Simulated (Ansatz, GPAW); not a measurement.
## Ballistic transport through a carbon nanotube (5, 5); one C replaced by Al, cheap and dear

Aim: T(E), conductance and thermopower of a carbon nanotube (5, 5); one C replaced by Al, and what cheaper settings cost in accuracy.

Calculated with GPAW 26.7.0 and Ansatz 0.2.0; GPAW LCAO, PAW setups; Landauer transmission from Green's functions with principal layers (ASE), zero bias.

## (1) Starting point

The cell holds 240 atoms: 239 C and 1 Al. Its edges and angles: a = 14.780 Å, b = 14.780 Å, c = 29.514 Å, α = 90.0°, β = 90.0°, γ = 90.0°. Regions: left lead, 100 atoms (100 C); channel, 40 atoms (39 C and 1 Al); right lead, 100 atoms (100 C). Vacuum lies along a and b. The structure is stacked along c, and the current runs across the ab planes.

## (2) Plane waves, r2SCAN

Plane waves give the reference curve, free of the bias of atom-centred orbitals.

input.yaml reads:

```yaml
crystal:
  lattice:
    - [14.7800005757, 0.0, 0.0]
    - [0.0, 14.7800005757, 0.0]
    - [0.0, 0.0, 29.514145761]
  atoms:
    - { symbol: C, position: [0.275648138, 0.54768746, 0.0208333333] }
    - { symbol: C, position: [0.314440613, 0.634816786, 0.0208333333] }
    - { symbol: C, position: [0.314440613, 0.365183214, 0.0208333333] }
    - { symbol: C, position: [0.385317992, 0.301364935, 0.0208333333] }
    - { symbol: C, position: [0.476024932, 0.728107536, 0.0208333333] }
    - { symbol: C, position: [0.570877379, 0.718138142, 0.0208333333] }
    - { symbol: C, position: [0.570877379, 0.281861858, 0.0208333333] }
    - { symbol: C, position: [0.653474483, 0.329549318, 0.0208333333] }
    - { symbol: C, position: [0.709534455, 0.59329075, 0.0208333333] }
    - { symbol: C, position: [0.729364016, 0.5, 0.0208333333] }
    - { symbol: C, position: [0.270635984, 0.5, 0.0625] }
    - { symbol: C, position: [0.290465545, 0.40670925, 0.0625] }
    - { symbol: C, position: [0.346525517, 0.670450682, 0.0625] }
    - { symbol: C, position: [0.429122621, 0.718138142, 0.0625] }
    - { symbol: C, position: [0.429122621, 0.281861858, 0.0625] }
    - { symbol: C, position: [0.523975068, 0.271892464, 0.0625] }
    - { symbol: C, position: [0.614682008, 0.698635065, 0.0625] }
    - { symbol: C, position: [0.685559387, 0.634816786, 0.0625] }
    - { symbol: C, position: [0.685559387, 0.365183214, 0.0625] }
    - { symbol: C, position: [0.724351862, 0.45231254, 0.0625] }
    - { symbol: C, position: [0.275648138, 0.54768746, 0.1041666667] }
    - { symbol: C, position: [0.314440613, 0.634816786, 0.1041666667] }
    - { symbol: C, position: [0.314440613, 0.365183214, 0.1041666667] }
    - { symbol: C, position: [0.385317992, 0.301364935, 0.1041666667] }
    - { symbol: C, position: [0.476024932, 0.728107536, 0.1041666667] }
    - { symbol: C, position: [0.570877379, 0.718138142, 0.1041666667] }
    - { symbol: C, position: [0.570877379, 0.281861858, 0.1041666667] }
    - { symbol: C, position: [0.653474483, 0.329549318, 0.1041666667] }
    - { symbol: C, position: [0.709534455, 0.59329075, 0.1041666667] }
    - { symbol: C, position: [0.729364016, 0.5, 0.1041666667] }
[... 204 atom lines left out ...]
    - { symbol: C, position: [0.429122621, 0.281861858, 0.9791666667] }
    - { symbol: C, position: [0.523975068, 0.271892464, 0.9791666667] }
    - { symbol: C, position: [0.614682008, 0.698635065, 0.9791666667] }
    - { symbol: C, position: [0.685559387, 0.634816786, 0.9791666667] }
    - { symbol: C, position: [0.685559387, 0.365183214, 0.9791666667] }
    - { symbol: C, position: [0.724351862, 0.45231254, 0.9791666667] }
kpoints:
  mp_grid: { grid: [1, 1, 3] }
hamiltonian:
  xc: r2scan
  pseudopotentials: { kind: paw, azcp: { folder: soft_1 } }
scf:
  occupations: { method: fermi_dirac, width: 0.1 }
output:
  transmission:
    leads: [[0, 20]]
    e_range: [-3, 3]
    de: 0.075
    kmesh: [1, 1]
    reduced_basis: true
  write_potential: true
  write_density: true
  volumetric_format: npy
```

The run is started by

```console
$ ansatz run input.yaml --threads 4 --pin off --max-ram 12288MiB --backend cpu --events-out ev --progress --plain --runs-dir out
```

Output:

```text
Engine: ansatz 0.2.0, aarch64-unknown-linux-gnu
Pseudopotentials: kind: paw
Pseudopotential: C, paw, valence charge 4, recommended cutoff 500 eV (meta_gga), soft_1/C.paw.azcp
Pseudopotential: Al, paw, valence charge 3, recommended cutoff 500 eV (meta_gga), soft_1/Al.paw.azcp
Functional definition: r2SCAN
  parameter k0 = 0.174
  parameter k1 = 0.065
  parameter a1 = 4.9479
  exchange = r2scan_x(k0 = k0, k1 = k1, a1 = a1)
  correlation = r2scan_c
name one with --spill-dir DIR, on a local disk that has 3.52 GiB free on top of a fifth of its size, which is kept free (a 1 TiB disk: 208.32 GiB free)
with nothing else changed it takes a maximum of at least 12.73 GiB, with nothing to spare, and 14.00 GiB leaves up to a tenth: --max-ram 14.00GiB where that set the maximum, else more of the term that did, and with no share typed, where 14.00 GiB is over 0.88 of the host's memory or its container's limit, a share of 0.88 or more that holds the maximum too (--max-ram-frac F), where one does; The budget is ten eleventh [...]
```

It took 21 s on 4 threads of Arm Neoverse V1, shared host; peak memory 0.52 GiB.

The program refused the input before any cycle.

## (3) GPAW, szp

One radial function a shell plus polarisation makes the matrices smaller; the question is what that costs.

This step: GPAW LCAO, PAW setups; Landauer transmission from Green's functions with principal layers (ASE), zero bias (GPAW 26.7.0).

run.py reads:

```python
import json
import numpy as np
from ase import Atoms
from ase.transport.calculators import TransportCalculator
from gpaw import GPAW, FermiDirac
from gpaw.lcao.tools import get_lcao_hamiltonian
from scipy.linalg import eigh

# The junction with lead layers at both ends, along the third cell vector
device = Atoms(
    ['C', 'C', 'C', 'C', 'C', 'C', 'C', 'C', 'C', 'C', 'C', 'C', 'C', 'C', 'C', 'C', 'C', 'C', 'C', 'C', 'C', 'C', 'C', 'C', 'C', 'C', 'C', 'C', 'C', 'C', 'C', 'C', 'C', 'C', 'C', 'C', 'C', 'C', 'C', 'C', 'C', 'C', 'C', 'C', 'C', 'C', 'C', 'C', 'C', 'C', 'C', 'C', 'C', 'C', 'C', 'C', 'C', 'C', 'C', 'C', 'C', 'C', 'C', 'C', 'C', 'C', 'C', 'C', 'C', 'C', 'C', 'C', 'C', 'C', 'C', 'C', 'C', 'C', 'C', 'C', 'C', 'C', 'C', 'C', 'C', 'C', 'C', 'C', 'C', 'C', 'C', 'C', 'C', 'C', 'C', 'C', 'C', 'C', 'C', 'C', 'C', 'C', 'C', 'C', 'C', 'C', 'C', 'C', 'C', 'C', 'C', 'C', 'C', 'C', 'C', 'C', 'C', 'C', 'C', 'C', 'C', 'C', 'C', 'C', 'C', 'C', 'C', 'Al', 'C', 'C', 'C', 'C', 'C', 'C', 'C', 'C', 'C', 'C', 'C', 'C', 'C', 'C', 'C', 'C', 'C', 'C', 'C', 'C', 'C', 'C', 'C', 'C', 'C', 'C', 'C', 'C', 'C', 'C', 'C', 'C', 'C', 'C', 'C', 'C', 'C', 'C', 'C', 'C', 'C', 'C', 'C', 'C', 'C', 'C', 'C', 'C', 'C', 'C', 'C', 'C', 'C', 'C', 'C', 'C', 'C', 'C', 'C', 'C', 'C', 'C', 'C', 'C', 'C', 'C', 'C', 'C', 'C', 'C', 'C', 'C', 'C', 'C', 'C', 'C', 'C', 'C', 'C', 'C', 'C', 'C', 'C', 'C', 'C', 'C', 'C', 'C', 'C', 'C', 'C', 'C', 'C', 'C', 'C', 'C', 'C', 'C', 'C', 'C', 'C', 'C', 'C', 'C', 'C', 'C', 'C', 'C', 'C', 'C', 'C', 'C'],
    positions=[
        [4.07408, 8.09482, 0.61488],
        [4.64743, 9.38259, 0.61488],
        [4.64743, 5.39741, 0.61488],
        [5.69500, 4.45417, 0.61488],
        [7.03565, 10.76143, 0.61488],
        [8.43757, 10.61408, 0.61488],
        [8.43757, 4.16592, 0.61488],
        [9.65835, 4.87074, 0.61488],
        [10.48692, 8.76884, 0.61488],
        [10.78000, 7.39000, 0.61488],
        [4.00000, 7.39000, 1.84463],
        [4.29308, 6.01116, 1.84463],
        [5.12165, 9.90926, 1.84463],
        [6.34243, 10.61408, 1.84463],
        [6.34243, 4.16592, 1.84463],
        [7.74435, 4.01857, 1.84463],
        [9.08500, 10.32583, 1.84463],
        [10.13257, 9.38259, 1.84463],
        [10.13257, 5.39741, 1.84463],
        [10.70592, 6.68518, 1.84463],
        [4.07408, 8.09482, 3.07439],
        [4.64743, 9.38259, 3.07439],
        [4.64743, 5.39741, 3.07439],
        [5.69500, 4.45417, 3.07439],
        [7.03565, 10.76143, 3.07439],
        [8.43757, 10.61408, 3.07439],
        [8.43757, 4.16592, 3.07439],
        [9.65835, 4.87074, 3.07439],
        [10.48692, 8.76884, 3.07439],
        [10.78000, 7.39000, 3.07439],
[... 204 atom lines left out ...]
        [6.34243, 4.16592, 28.89927],
        [7.74435, 4.01857, 28.89927],
        [9.08500, 10.32583, 28.89927],
        [10.13257, 9.38259, 28.89927],
        [10.13257, 5.39741, 28.89927],
        [10.70592, 6.68518, 28.89927]],
    cell=[[14.78, 0.0, 0.0], [0.0, 14.78, 0.0], [0.0, 0.0, 29.51415]],
    pbc=True)

# One principal layer of the lead: the first 60 atoms of the device
lead = Atoms(
    ['C', 'C', 'C', 'C', 'C', 'C', 'C', 'C', 'C', 'C', 'C', 'C', 'C', 'C', 'C', 'C', 'C', 'C', 'C', 'C', 'C', 'C', 'C', 'C', 'C', 'C', 'C', 'C', 'C', 'C', 'C', 'C', 'C', 'C', 'C', 'C', 'C', 'C', 'C', 'C', 'C', 'C', 'C', 'C', 'C', 'C', 'C', 'C', 'C', 'C', 'C', 'C', 'C', 'C', 'C', 'C', 'C', 'C', 'C', 'C'],
    positions=[
        [4.07408, 8.09482, 0.61488],
        [4.64743, 9.38259, 0.61488],
        [4.64743, 5.39741, 0.61488],
        [5.69500, 4.45417, 0.61488],
        [7.03565, 10.76143, 0.61488],
        [8.43757, 10.61408, 0.61488],
        [8.43757, 4.16592, 0.61488],
        [9.65835, 4.87074, 0.61488],
        [10.48692, 8.76884, 0.61488],
        [10.78000, 7.39000, 0.61488],
        [4.00000, 7.39000, 1.84463],
        [4.29308, 6.01116, 1.84463],
        [5.12165, 9.90926, 1.84463],
        [6.34243, 10.61408, 1.84463],
        [6.34243, 4.16592, 1.84463],
        [7.74435, 4.01857, 1.84463],
        [9.08500, 10.32583, 1.84463],
        [10.13257, 9.38259, 1.84463],
        [10.13257, 5.39741, 1.84463],
        [10.70592, 6.68518, 1.84463],
        [4.07408, 8.09482, 3.07439],
        [4.64743, 9.38259, 3.07439],
        [4.64743, 5.39741, 3.07439],
        [5.69500, 4.45417, 3.07439],
        [7.03565, 10.76143, 3.07439],
        [8.43757, 10.61408, 3.07439],
        [8.43757, 4.16592, 3.07439],
        [9.65835, 4.87074, 3.07439],
        [10.48692, 8.76884, 3.07439],
        [10.78000, 7.39000, 3.07439],
        [4.00000, 7.39000, 4.30415],
        [4.29308, 6.01116, 4.30415],
        [5.12165, 9.90926, 4.30415],
        [6.34243, 10.61408, 4.30415],
        [6.34243, 4.16592, 4.30415],
        [7.74435, 4.01857, 4.30415],
        [9.08500, 10.32583, 4.30415],
        [10.13257, 9.38259, 4.30415],
        [10.13257, 5.39741, 4.30415],
        [10.70592, 6.68518, 4.30415],
        [4.07408, 8.09482, 5.53390],
        [4.64743, 9.38259, 5.53390],
        [4.64743, 5.39741, 5.53390],
        [5.69500, 4.45417, 5.53390],
        [7.03565, 10.76143, 5.53390],
        [8.43757, 10.61408, 5.53390],
        [8.43757, 4.16592, 5.53390],
        [9.65835, 4.87074, 5.53390],
        [10.48692, 8.76884, 5.53390],
        [10.78000, 7.39000, 5.53390],
        [4.00000, 7.39000, 6.76366],
        [4.29308, 6.01116, 6.76366],
        [5.12165, 9.90926, 6.76366],
        [6.34243, 10.61408, 6.76366],
        [6.34243, 4.16592, 6.76366],
        [7.74435, 4.01857, 6.76366],
        [9.08500, 10.32583, 6.76366],
        [10.13257, 9.38259, 6.76366],
        [10.13257, 5.39741, 6.76366],
        [10.70592, 6.68518, 6.76366]],
    cell=[[14.78, 0.0, 0.0], [0.0, 14.78, 0.0], [0.0, 0.0, 7.37854]],
    pbc=True)

settings = dict(mode='lcao', basis='szp(dzp)', xc='PBE', h=0.2,
                occupations=FermiDirac(0.1), maxiter=250,
                mixer=dict(beta=0.1, nmaxold=8, weight=100.0),
                convergence=dict(density=0.0001))
energies = np.arange(-3, 3 + 1e-9, 0.075)
eta = 0.0001
n1, n2 = 1, 1
# k and -k transmit alike, so half of the mesh across the current serves
mesh = [(i, j) for i in range(n1) for j in range(n2) if (i, j) <= (-i % n1, -j % n2)]
weights = np.array([1 if (i, j) == (-i % n1, -j % n2) else 2 for i, j in mesh]) / (n1 * n2)

# [... helper functions left out ...]
fermi_lead = ground_state(lead, (1, 1, 15), 'lead.txt')
fermi_device = ground_state(device, (1, 1, 3), 'device.txt')
# [... loop over the mesh left out, but for ...]
        # Shift the lead onto the potential of the device's first layer
        shift = ((H[:, 0, 0] - H0[:, 0, 0]) / S0[0, 0]).real.mean()
# [...]
kT = 8.617333e-5 * 200
bias = [0.1, 0.2, 0.5, 1.0, 1.5, 2.0]
# [... integrals and printing left out ...]
```

The run is started by

```console
$ OMP_NUM_THREADS=1 OPENBLAS_NUM_THREADS=1 python run.py
```

Output:

```text
basis functions: device 2160, principal layer 540
Fermi level: lead -2.5830 eV, device -2.6286 eV; lead shifted by 0.0186 eV
largest coupling past the next layer 4.46e-15 eV, largest misfit of the first layer 0.038 eV
  E-E_F (eV)   T (one spin)  [channel counts left out]
    -3.000    6.7594e+00
    -2.925    6.8969e+00
    -2.850    7.2867e+00
    -2.775    7.6836e+00
    -2.700    7.8869e+00
    -2.625    7.9856e+00
    -2.550    8.0303e+00
    -2.475    8.0183e+00
    -2.400    7.9444e+00
    -2.325    7.7164e+00
    -2.250    6.9639e+00
    -2.175    4.7853e+00
    -2.100    4.2148e+00
    -2.025    4.0667e+00
    -1.950    3.9698e+00
    -1.875    4.1395e+00
[...]
2.475    8.1073e+00
     2.550    8.1276e+00
     2.625    8.1447e+00
     2.700    8.1599e+00
     2.775    8.1736e+00
     2.850    8.1860e+00
     2.925    8.1983e+00
     3.000    8.2154e+00
conductance at 200 K: 1.7717 G0 a cell; thermopower -1.513 uV/K
current from the zero-bias T(E) at 0.1 V: 13.725 uA
current from the zero-bias T(E) at 0.2 V: 27.434 uA
current from the zero-bias T(E) at 0.5 V: 68.084 uA
current from the zero-bias T(E) at 1.0 V: 132.31 uA
current from the zero-bias T(E) at 1.5 V: 190.86 uA
current from the zero-bias T(E) at 2.0 V: 250.93 uA
```

Wall time 83 min (1 thread); peak memory 5.5 GiB.

This step gave:

* conductance: 1.772 G₀
* thermopower: -1.513 μV/K
* largest coupling past the next principal layer: 4.46e-15 eV
* largest misfit of the first principal layer: 0.03803 eV
* shift that aligns the lead: 0.01857 eV
* basis functions of the junction: 2160
* basis functions of a principal layer: 540
* transmission at the Fermi level (one spin): 1.772

One spin. Transmission, zone mean against energy, zero at the Fermi level:

| energy (eV) | transmission, zone mean |
| --- | --- |
| -3.00 | 6.76 |
| -2.77 | 7.68 |
| -2.55 | 8.03 |
| -2.40 | 7.94 |
| -2.17 | 4.79 |
| -1.95 | 3.97 |
| -1.73 | 4.29 |
| -1.65 | 4.61 |
| -1.57 | 4.46 |
| -1.35 | 1.66 |
| -1.12 | 1.56 |
| -0.90 | 1.15 |
| -0.75 | 1.00 |
| -0.53 | 1.19 |
| -0.30 | 1.52 |
| -0.07 | 1.73 |
| 0.00 | 1.77 |
| 0.07 | 1.81 |
| 0.30 | 1.88 |
| 0.53 | 1.93 |
| 0.75 | 1.95 |
| 0.90 | 1.97 |
| 1.12 | 1.99 |
| 1.35 | 6.66 |
| 1.57 | 8.24 |
| 1.65 | 8.48 |
| 1.73 | 7.74 |
| 1.80 | 8.36 |
| 1.95 | 7.80 |
| 2.17 | 7.99 |
| 2.40 | 8.09 |
| 2.55 | 8.13 |
| 2.77 | 8.17 |
| 3.00 | 8.22 |

Not self-consistent under bias; the bias window is split evenly. Current through one cell, from the zero-bias transmission against bias:

| bias (V) | current through one cell, from the zero-bias transmission (μA) |
| --- | --- |
| 0.100 | 13.7 |
| 0.200 | 27.4 |
| 0.500 | 68.1 |
| 1.000 | 132 |
| 1.500 | 191 |
| 2.000 | 251 |

Table of transmission of the three most open eigenchannels by energy, zero at the Fermi level:

| energy (eV) | channel 1 | channel 2 | channel 3 |
| --- | --- | --- | --- |
| -3.00 | 0.999 | 0.999 | 0.998 |
| -2.77 | 0.999 | 0.998 | 0.997 |
| -2.55 | 0.999 | 0.997 | 0.996 |
| -2.40 | 0.999 | 0.998 | 0.997 |
| -2.17 | 0.998 | 0.997 | 0.961 |
| -1.95 | 0.999 | 0.996 | 0.988 |
| -1.73 | 0.999 | 0.987 | 0.943 |
| -1.57 | 0.999 | 0.924 | 0.900 |
| -1.35 | 0.923 | 0.735 | 8.2e-7 |
| -1.12 | 0.995 | 0.564 | 2.4e-11 |
| -0.90 | 0.997 | 0.155 | 4.2e-12 |
| -0.75 | 0.998 | 0.00256 | 1.1e-10 |
| -0.53 | 0.998 | 0.195 | 0 |
| -0.30 | 0.999 | 0.526 | 0 |
| -0.07 | 0.999 | 0.732 | 0 |
| 0.00 | 0.999 | 0.773 | 0 |
| 0.07 | 0.999 | 0.814 | 0 |
| 0.30 | 0.999 | 0.886 | 0 |
| 0.53 | 0.999 | 0.927 | 0 |
| 0.75 | 0.999 | 0.955 | 1.3e-12 |
| 0.90 | 0.999 | 0.969 | 1.0e-11 |
| 1.12 | 0.999 | 0.989 | 6.2e-9 |
| 1.35 | 0.998 | 0.996 | 0.962 |
| 1.57 | 0.998 | 0.997 | 0.994 |
| 1.73 | 0.998 | 0.997 | 0.996 |
| 1.95 | 0.998 | 0.998 | 0.998 |
| 2.17 | 0.999 | 0.998 | 0.998 |
| 2.40 | 0.999 | 0.999 | 0.999 |
| 2.55 | 0.999 | 0.999 | 0.999 |
| 2.77 | 0.999 | 0.999 | 0.999 |
| 3.00 | 0.999 | 0.999 | 0.999 |

Couplings past the next layer reach 4.5e-15 eV, small enough to drop; the matrix elements of the cell's first layer differ from the bulk lead's by up to 0.038 eV. That layer keeps its own values in the calculation, and only beyond it is the lead taken as perfect.

[end of part 1 of 2]

[Logs are printed without paths, hosts, clocks, repeated set-up lines and the standing remarks that a program may print on its own settings, such as how far it seeks lower states.]

[Hosts, paths, dates, database ids (printed as entryN), source tags and the programs' standing remarks are cut or masked in the printed files.]
